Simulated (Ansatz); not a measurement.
# A scaling study of G0W0 on CO2 (P4_2/mnm), part 2 of 2

How does the cost of G0W0 grow with the cell? The test case is CO2 (P4_2/mnm).

Ansatz 0.2.0; G0W0 on r2SCAN, plane waves, PAW. Known limits of the many-body steps: not at the basis limit; coarse k mesh.

So far. Step 6 (4 threads, 2×2×2 mesh): Against the run with 2×2×2 mesh, 88 empty bands, screening to 60 eV, the gap moves by +0.000 eV. Step 7 (12 atoms (2×1×1 cells), 1×2×2 mesh): The gap on the mesh goes from 7.26 eV to 10.42 eV, a correction of +3.16 eV. Between the two edge states, bare exchange in place of the xc potential would open the gap by 9.61 eV, and correlation takes back 6.45 eV.

### 8. 24 atoms (2×2×1 cells), 1×1×2 mesh

Contents of input.yaml:

```yaml
crystal:
  lattice:
    - [8.45442558, 0.0, 0.0]
    - [0.0, 8.45442558, 0.0]
    - [0.0, 0.0, 4.68777159]
  atoms:
    - { symbol: C, position: [0.25, 0.25, 0.5] }
    - { symbol: C, position: [0.0, 0.0, 0.0] }
    - { symbol: O, position: [0.1529754067, 0.3470245933, 0.5] }
    - { symbol: O, position: [0.3470245933, 0.1529754067, 0.5] }
    - { symbol: O, position: [0.0970245933, 0.0970245933, 0.0] }
    - { symbol: O, position: [0.4029754067, 0.4029754067, 0.0] }
    - { symbol: C, position: [0.25, 0.75, 0.5] }
    - { symbol: C, position: [0.0, 0.5, 0.0] }
    - { symbol: O, position: [0.1529754067, 0.8470245933, 0.5] }
    - { symbol: O, position: [0.3470245933, 0.6529754067, 0.5] }
    - { symbol: O, position: [0.0970245933, 0.5970245933, 0.0] }
    - { symbol: O, position: [0.4029754067, 0.9029754067, 0.0] }
    - { symbol: C, position: [0.75, 0.25, 0.5] }
    - { symbol: C, position: [0.5, 0.0, 0.0] }
    - { symbol: O, position: [0.6529754067, 0.3470245933, 0.5] }
    - { symbol: O, position: [0.8470245933, 0.1529754067, 0.5] }
    - { symbol: O, position: [0.5970245933, 0.0970245933, 0.0] }
    - { symbol: O, position: [0.9029754067, 0.4029754067, 0.0] }
    - { symbol: C, position: [0.75, 0.75, 0.5] }
    - { symbol: C, position: [0.5, 0.5, 0.0] }
    - { symbol: O, position: [0.6529754067, 0.8470245933, 0.5] }
    - { symbol: O, position: [0.8470245933, 0.6529754067, 0.5] }
    - { symbol: O, position: [0.5970245933, 0.5970245933, 0.0] }
    - { symbol: O, position: [0.9029754067, 0.9029754067, 0.0] }
kpoints:
  mp_grid: { grid: [1, 1, 2] }
hamiltonian:
  xc: r2scan
scf:
  occupations: { method: fixed }
gw:
  n_empty_bands: 352
  ecut_chi: 60.0
  qp_bands: [v1, c1]
  qp_kpoints: band_edges
  screening: { model: contour_deformation }
```

Launch:

```bash
ansatz run input.yaml --threads 8 --pin off --max-ram 36864MiB --backend cpu --events-out ev --progress --plain --runs-dir out
```

Numbers of over 12 decimals in the logs are rounded to 6 here.

What it wrote:

```text
[...]
Crystal: 24 atoms, lattice volume = 335.069 Å³
Basis set: ecut = 500 eV, 8557 PW (Γ), exchange–correlation on 256×256×144 points (64 copies of the dense FFT grid, shifted against one another)
Bands: 88, of which v1, the nominal top of the filled ones, is band 64 counted from 1 (63 counted from 0)
Symmetry: 64 space group operations
[...]
k-points: 2
[...]
0    64     -2.0014   -26.5044     3.3987   -21.5170  0.8385    -3.6059    -3.5901  root
     0    65      5.2569    -6.0709    -3.0482   -10.6916  0.8924     6.8406     6.8294  root
     1    64     -1.9994   -26.5107     3.3996   -21.5229  0.8384    -3.6032    -3.5875  root
     1    65      6.5203    -9.9163    -2.8663   -15.8312  0.8669     9.6175     9.5688  root
[key lines of the parts left out:]
SCF converged after 7 iterations
Free energy (F): -11101.610335 eV
Fermi energy:    -1.999385 eV
```

The job ended after 19 s (8 threads of Arm Neoverse V1, shared host; peak memory 2.1 GiB; 2.1 min of CPU time).

This step gave:

- bands summed: 416
- RPA ε∞ on this mesh (eigenvalues): 1.643, 1.994, 1.994
- plane waves in the screening matrix: 341
- G0W0 gap on the mesh: 10.42 eV
- k of the valence top: 0, 0, -0.5
- k of the conduction bottom: 0, 0, 0
- starting gap on the mesh: 7.256 eV
- least direct G0W0 gap on the computed points: 10.42 eV

The gap on the mesh goes from 7.26 eV to 10.42 eV, a correction of +3.16 eV. Between the two edge states, bare exchange in place of the xc potential would open the gap by 9.61 eV, and correlation takes back 6.45 eV.

### 9. 48 atoms (2×2×2 cells), 1×1×1 mesh

Contents of input.yaml:

```yaml
crystal:
  lattice:
    - [8.45442558, 0.0, 0.0]
    - [0.0, 8.45442558, 0.0]
    - [0.0, 0.0, 9.37554318]
  atoms:
    - { symbol: C, position: [0.25, 0.25, 0.25] }
    - { symbol: C, position: [0.0, 0.0, 0.0] }
    - { symbol: O, position: [0.1529754067, 0.3470245933, 0.25] }
    - { symbol: O, position: [0.3470245933, 0.1529754067, 0.25] }
    - { symbol: O, position: [0.0970245933, 0.0970245933, 0.0] }
    - { symbol: O, position: [0.4029754067, 0.4029754067, 0.0] }
    - { symbol: C, position: [0.25, 0.25, 0.75] }
    - { symbol: C, position: [0.0, 0.0, 0.5] }
    - { symbol: O, position: [0.1529754067, 0.3470245933, 0.75] }
    - { symbol: O, position: [0.3470245933, 0.1529754067, 0.75] }
    - { symbol: O, position: [0.0970245933, 0.0970245933, 0.5] }
    - { symbol: O, position: [0.4029754067, 0.4029754067, 0.5] }
    - { symbol: C, position: [0.25, 0.75, 0.25] }
    - { symbol: C, position: [0.0, 0.5, 0.0] }
    - { symbol: O, position: [0.1529754067, 0.8470245933, 0.25] }
    - { symbol: O, position: [0.3470245933, 0.6529754067, 0.25] }
    - { symbol: O, position: [0.0970245933, 0.5970245933, 0.0] }
    - { symbol: O, position: [0.4029754067, 0.9029754067, 0.0] }
    - { symbol: C, position: [0.25, 0.75, 0.75] }
    - { symbol: C, position: [0.0, 0.5, 0.5] }
    - { symbol: O, position: [0.1529754067, 0.8470245933, 0.75] }
    - { symbol: O, position: [0.3470245933, 0.6529754067, 0.75] }
    - { symbol: O, position: [0.0970245933, 0.5970245933, 0.5] }
    - { symbol: O, position: [0.4029754067, 0.9029754067, 0.5] }
    - { symbol: C, position: [0.75, 0.25, 0.25] }
    - { symbol: C, position: [0.5, 0.0, 0.0] }
    - { symbol: O, position: [0.6529754067, 0.3470245933, 0.25] }
    - { symbol: O, position: [0.8470245933, 0.1529754067, 0.25] }
    - { symbol: O, position: [0.5970245933, 0.0970245933, 0.0] }
    - { symbol: O, position: [0.9029754067, 0.4029754067, 0.0] }
    - { symbol: C, position: [0.75, 0.25, 0.75] }
    - { symbol: C, position: [0.5, 0.0, 0.5] }
    - { symbol: O, position: [0.6529754067, 0.3470245933, 0.75] }
    - { symbol: O, position: [0.8470245933, 0.1529754067, 0.75] }
    - { symbol: O, position: [0.5970245933, 0.0970245933, 0.5] }
    - { symbol: O, position: [0.9029754067, 0.4029754067, 0.5] }
    - { symbol: C, position: [0.75, 0.75, 0.25] }
    - { symbol: C, position: [0.5, 0.5, 0.0] }
    - { symbol: O, position: [0.6529754067, 0.8470245933, 0.25] }
    - { symbol: O, position: [0.8470245933, 0.6529754067, 0.25] }
    - { symbol: O, position: [0.5970245933, 0.5970245933, 0.0] }
    - { symbol: O, position: [0.9029754067, 0.9029754067, 0.0] }
    - { symbol: C, position: [0.75, 0.75, 0.75] }
    - { symbol: C, position: [0.5, 0.5, 0.5] }
    - { symbol: O, position: [0.6529754067, 0.8470245933, 0.75] }
    - { symbol: O, position: [0.8470245933, 0.6529754067, 0.75] }
    - { symbol: O, position: [0.5970245933, 0.5970245933, 0.5] }
    - { symbol: O, position: [0.9029754067, 0.9029754067, 0.5] }
kpoints:
  mp_grid: { grid: [1, 1, 1] }
hamiltonian:
  xc: r2scan
scf:
  occupations: { method: fixed }
gw:
  n_empty_bands: 704
  ecut_chi: 60.0
  qp_bands: [v1, c1]
  qp_kpoints: band_edges
  screening: { model: contour_deformation }
```

What it wrote:

```text
[...]
Crystal: 48 atoms, lattice volume = 670.139 Å³
Basis set: ecut = 500 eV, 17063 PW (Γ), exchange–correlation on 256×256×288 points (64 copies of the dense FFT grid, shifted against one another)
Bands: 176, of which v1, the nominal top of the filled ones, is band 128 counted from 1 (127 counted from 0)
Symmetry: 128 space group operations
[...]
k-points: 1
[...]
--- Band table (eV) ---
  k-point 0: bands = [... 124 lower, -2.0014, -2.0014, -1.9994, -1.9994, 5.2569, 6.2968, 6.5204, 6.5204, ... 44 higher]
[...]
gw.qp_kpoints: band_edges: 1 of 1 stored k-point solved, in 1 pass; an edge of the gap read off the rows below is read off those points alone
[...]
0   128     -1.9994   -26.5107     3.3983   -21.5229  0.8384    -3.6046    -3.5889  root
     0   129      5.2569    -6.0709    -3.0483   -10.6916  0.8924     6.8404     6.8292  root
[key lines of the parts left out:]
SCF converged after 7 iterations
Free energy (F): -22203.220670 eV
Fermi energy:    -1.999382 eV
```

Run time: 48 s. Hardware: 8 threads; peak memory 3.7 GiB; 6 min of CPU time.

Numbers from this step:

```
bands summed                                 : 832
RPA ε∞ on this mesh (eigenvalues)            : 1.643, 1.995, 1.995
plane waves in the screening matrix          : 707
G0W0 gap on the mesh                         : 10.42 eV
k of the valence top                         : 0, 0, 0
k of the conduction bottom                   : 0, 0, 0
starting gap on the mesh                     : 7.256 eV
least direct G0W0 gap on the computed points : 10.42 eV
```

The gap on the mesh goes from 7.26 eV to 10.42 eV, a correction of +3.16 eV. Between the two edge states, bare exchange in place of the xc potential would open the gap by 9.61 eV, and correlation takes back 6.45 eV.

### 10. The runs together

A supercell on the folded mesh samples the same points as the primitive cell, so the gap should stay. Times are wall times on shared hardware, named with each run.

```
                   run   mesh  irreducible k  bands  screening plane waves  threads  gap (eV)   time  CPU time  host memory (GiB)
 6 atoms (1×1×1 cells)  2×2×2              6    104                     81        8    10.417  2.2 s      14 s               0.54
           no symmetry  2×2×2              8    104                     81        8    10.417  3.3 s      23 s               0.62
              1 thread  2×2×2              6    104                     81        1    10.417   12 s      12 s               0.39
             2 threads  2×2×2              6    104                     81        2    10.417  6.5 s      13 s               0.41
             4 threads  2×2×2              6    104                     81        4    10.417  3.7 s      13 s               0.49
12 atoms (2×1×1 cells)  1×2×2              4    208                    171        8    10.417  6.5 s      46 s                1.1
24 atoms (2×2×1 cells)  1×1×2              2    416                    341        8    10.417   19 s   2.1 min                2.1
48 atoms (2×2×2 cells)  1×1×1              1    832                    707        8    10.418   48 s     6 min                3.7
```

### 11. Summary of results

| Property | Result |
| --- | --- |
| 6 atoms (1×1×1 cells) | 2.2 s, gap 10.42 eV |
| no symmetry | 3.3 s, gap 10.42 eV |
| 1 thread | 12 s, gap 10.42 eV |
| 2 threads | 6.5 s, gap 10.42 eV |
| 4 threads | 3.7 s, gap 10.42 eV |
| 12 atoms (2×1×1 cells) | 6.5 s, gap 10.42 eV |
| 24 atoms (2×2×1 cells) | 19 s, gap 10.42 eV |
| 48 atoms (2×2×2 cells) | 48 s, gap 10.42 eV |

**Reading.** From 6 to 48 atoms the gap stays within 0.001 eV, while the time grows 22-fold. Over the last step it grows as about the power 1.4 of the size; fewer k points offset part of the fourth-power cost of the screening. Without symmetry the mesh holds 8 points in place of 6, the time changes by less than twofold and the gap changes by +0.000 eV. Going from 1 to 8 threads speeds the run 5.7-fold, an efficiency of about 71 %. The host was shared, so single times are good to a factor of about two.

[Paths, hosts, dates, memory and timing lines, banners, echoed tables and standing remarks are left out of the program output.]

[Logs are printed without paths, hosts, clocks, repeated set-up lines and the standing remarks that a program may print on its own settings, such as how far it seeks lower states.]

[Runs of the session that timed out or met a known fault of the program may be left out.]

[Cells called generated may have been cut or substituted from an entry of the Crystallography Open Database or the Materials Project.]

[Hosts, paths, dates, database ids (printed as entryN), source tags and the programs' standing remarks are cut or masked in the printed files.]
